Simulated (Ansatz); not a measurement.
In doubt: one-shot GW on d or f shells is unsure, so the values of those runs are not to be relied on.

Rows from a G0W0 calculation on GaCuSe2 (I-42d) (Ansatz 0.2.0; G0W0 on PBE+U, plane waves, PAW; PAW set soft_1; 4×4×4 mesh, 726 empty bands, screening to 150 eV, PAW set soft_1 files), in eV. Spin-orbit coupling is left out.

```
row      Σx     Σc     Vxc     Z
  A  -10.84  -3.63  -14.71  0.78
  B   -8.28  -3.55  -11.85  0.79
  C  -23.24   2.26  -20.65  0.75
  D  -22.89   2.18  -20.37  0.75
```

Which rows are filled states and which are empty ones, and how can one tell?

Filled: C and D. Empty: A and B. The sign of Σc tells: for a filled state bare exchange, which holds its interaction with itself, lies below Vxc (Σx − Vxc is -2.5 eV or lower here) and screening gives part back as a positive Σc. For an empty state Σx lies above Vxc (+3.6 eV or more) and the Coulomb hole leaves Σc negative.

[Paths, hosts, dates, memory and timing lines, banners, echoed tables and standing remarks are left out of the program output.]

[Logs are printed without paths, hosts, clocks, repeated set-up lines and the standing remarks that a program may print on its own settings, such as how far it seeks lower states.]

[Runs of the session that timed out or met a known fault of the program may be left out.]

[Cells called generated may have been cut or substituted from an entry of the Crystallography Open Database or the Materials Project.]

[Hosts, paths, dates, database ids (printed as entryN), source tags and the programs' standing remarks are cut or masked in the printed files.]
